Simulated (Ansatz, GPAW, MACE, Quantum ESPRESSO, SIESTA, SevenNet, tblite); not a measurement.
# What went wrong? GPAW on HfO2(111) slab (54 atoms)

Program: GPAW 26.7.0, a calculation on a cell of 18 Hf and 36 O, with vacuum.

run.py

```python
import numpy as np
from ase.io import read
from gpaw import GPAW, FermiDirac

atoms = read("structure.xyz")
atoms.calc = GPAW(
    mode="lcao",
    basis="dzp",
    h=0.18,
    xc="PBE",
    kpts={"size": (1, 1, 1), "gamma": True},
    occupations=FermiDirac(0.05),
    maxiter=3,
    symmetry={"point_group": False},
    txt="gpaw.txt",
)
energy = atoms.get_potential_energy(force_consistent=True)
forces = atoms.get_forces()
print(f"energy {energy:.6f} eV")
print("forces (eV/A)")
for i, (a, f) in enumerate(zip(atoms, forces)):
    print(f"{i:4d} {a.symbol:2s} {f[0]:10.5f} {f[1]:10.5f} {f[2]:10.5f}")
print(f"Fermi level {atoms.calc.get_fermi_level():.4f} eV")
for k in range(len(atoms.calc.get_ibz_k_points())):
    for s in range(atoms.calc.get_number_of_spins()):
        e = atoms.calc.get_eigenvalues(kpt=k, spin=s)
        n = np.searchsorted(e, atoms.calc.get_fermi_level())
        print(f"k {k} spin {s} levels about the Fermi level:", np.round(e[max(n - 6, 0):n], 4).tolist(), "|", np.round(e[n:n + 6], 4).tolist())
```

structure.xyz

```xyz
54
Lattice="10.77631 0.00000 0.00000 -3.59210 6.22170 0.00000 0.00000 0.00000 17.33235" Properties=species:S:1:pos:R:3 pbc="T T T"
Hf 1.81254 3.01354 5.78641
O 0.00722 4.01318 4.90731
O 1.85044 5.13452 6.43013
Hf 1.74375 5.15001 8.74972
O 1.92135 3.07483 7.94948
O 0.04634 4.15578 9.37143
Hf 0.03517 4.13762 11.65705
O 1.75572 5.16550 10.88090
O 8.92013 3.15639 12.33041
Hf 3.56685 0.01288 5.72054
[... 40 atom lines left out ...]
O 9.00695 0.97749 9.41355
Hf 8.89006 0.99087 11.54785
O -0.02360 2.04476 10.87882
O 3.58941 6.07487 12.32521
```

Command:

```
$ OMP_NUM_THREADS=1 python run.py > output.txt
```

Log:

```text
gpaw.KohnShamConvergenceError
```

gpaw.txt:

```text
Input parameters:
  mode=LCAO(),
  basis={'default': 'dzp'},
  h=0.18,
  kpts=MonkhorstPack(size=(1, 1, 1), gamma=True),
  maxiter=3,
  occupations=Occupations(name='fermi-dirac', width=0.05, fixmagmom=False),
  symmetry=Symmetry(point_group=False),
  xc=XC(name='PBE')
Unit cell  # Å
| periodic |         x |        y |         z |   lengths |     angles |
|----------|-----------|----------|-----------|-----------|------------|
|      yes | 10.776310 | 0.000000 |  0.000000 | 10.776310 |  90.000000 |
|      yes | -3.592100 | 6.221700 |  0.000000 |  7.184200 |  90.000000 |
|      yes |  0.000000 | 0.000000 | 17.332350 | 17.332350 | 119.999999 |
Number of symmetries: 1
Symmetry operations  # r_c * U_cc + t_c -> r_c
|   | kind |            matrix            |
|---|------|------------------------------|
| 0 |  E   |  1, 0, 0,  0, 1, 0,  0, 0, 1 |
BZ-sampling:
  Number of BZ points: 1
  Number of IBZ points: 1
  Monkhorst-Pack size: [1, 1, 1]
  Monkhorst-Pack shift: [0, 0, 0]
K-points  # in reciprocal-cell coordinates
|   |                                coordinates |     weight |
|---|--------------------------------------------|------------|
| 0 | (  0.00000000,   0.00000000,   0.00000000) | 1.00000000 |
basis functions: 990
Spin-components: 1 (collinear spins)
Bands:           264
Projectors:      288
Spin-degeneracy: 2
Datatype:        <class 'float'>
Parallelization:
  kpt:    1
  domain: 1
  band:   1
Density:
  Valence electrons: 432.0
  Components: 1
  Grid points: [52 36 96]
  Charge: 0.0  # |e|
Potential:
  Grid points: [52 36 96]
species:
  Hf:
    name:    Hafnium
    Z:       72.0
    valence: 12
    core:    60
    LCAO basis set for Hf:
      Name: dzp
      Number of radial functions: 11
      Number of spherical harmonics: 29
        l=0, rc=3.5625 Bohr: 5s-sz confined orbital
        l=0, rc=9.5469 Bohr: 6s-sz confined orbital
        l=1, rc=4.3125 Bohr: 5p-sz confined orbital
        l=1, rc=13.4375 Bohr: 6p-sz confined orbital
        l=2, rc=8.5000 Bohr: 5d-sz confined orbital
        l=0, rc=2.2656 Bohr: 5s-dz split-valence wave
        l=0, rc=5.7812 Bohr: 6s-dz split-valence wave
        l=1, rc=2.6406 Bohr: 5p-dz split-valence wave
        l=1, rc=8.3281 Bohr: 6p-dz split-valence wave
        l=2, rc=4.9844 Bohr: 5d-dz split-valence wave
        l=1, rc=9.5469 Bohr: p-type Gaussian polarization
      Number of RI-basis functions 0
  O:
    name:    Oxygen
    Z:       8.0
    valence: 6
    core:    2
    LCAO basis set for O:
      Name: dzp
      Number of radial functions: 5
      Number of spherical harmonics: 13
        l=0, rc=4.3438 Bohr: 2s-sz confined orbital
        l=1, rc=5.3906 Bohr: 2p-sz confined orbital
        l=0, rc=2.2969 Bohr: 2s-dz split-valence wave
        l=1, rc=2.8906 Bohr: 2p-dz split-valence wave
        l=2, rc=5.3906 Bohr: d-type Gaussian polarization
      Number of RI-basis functions 0
Reference energy: -7451420.757797  # eV
eigensolver:
density mixing:
  MSR1-Mixer
occupation numbers:
  Fermi-Dirac:
    width: 0.0500  # eV
FastPoissonSolver using
    Stencil: 8*3+1=25 point O(h^6) finite-difference Laplacian
xc functional:
  name: PBE with 2 nearest neighbor stencil
interpolation: tri-quintic # 5. degree polynomial
Initialization done in: 11.656 s
convergence criteria:
- Maximum [total energy] change in last 3 cyles: 0.0005 eV / valence electron
- Maximum integral of absolute [dens]ity change: 0.0001 electrons / valence electron
- Maximum integral of absolute [eigenst]ate change: 4e-08 eV^2 / valence electron
maximum number of iterations: 3
SCF iterations
|iter     |      energy | eigst |  dens |
|---------|-------------|-------|-------|
|iter:   1| -514.852908 |      c|       |
|iter:   2| -501.222887 |      c| -0.88 |
|iter:   3| -466.757855 |      c| -0.94 |
timing:  # [seconds]
  Total: 62.440  # ━━━━━━━━━━━━━━━━━━━━━━━━━━━━━━━━━━━━━━━━━━━━━━━━━━━━━━━━━━
  Init:  11.655  # ━━━━━━━━━━━
  SCF:   50.713  # ━━━━━━━━━━━━━━━━━━━━━━━━━━━━━━━━━━━━━━━━━━━━━━━
```

It took 64 s on 1 thread of Arm Neoverse V1, shared host; peak memory 1.4 GiB.

Banners, paths, timers and routine set-up lines are dropped from the logs unmarked, and long logs keep their key lines alone; longer cuts are marked.

Why should this run not be trusted?

Too few SCF iterations: iteration limit 3.

The run ended unconverged.

[Also dropped from logs without a mark: logging warnings of Python, and SIESTA's first energy breakdown and zero terms.]

[Logs are printed without paths, hosts, clocks, repeated set-up lines and the standing remarks that a program may print on its own settings, such as how far it seeks lower states.]

[Hosts, paths, dates, database ids (printed as entryN), source tags and the programs' standing remarks are cut or masked in the printed files.]
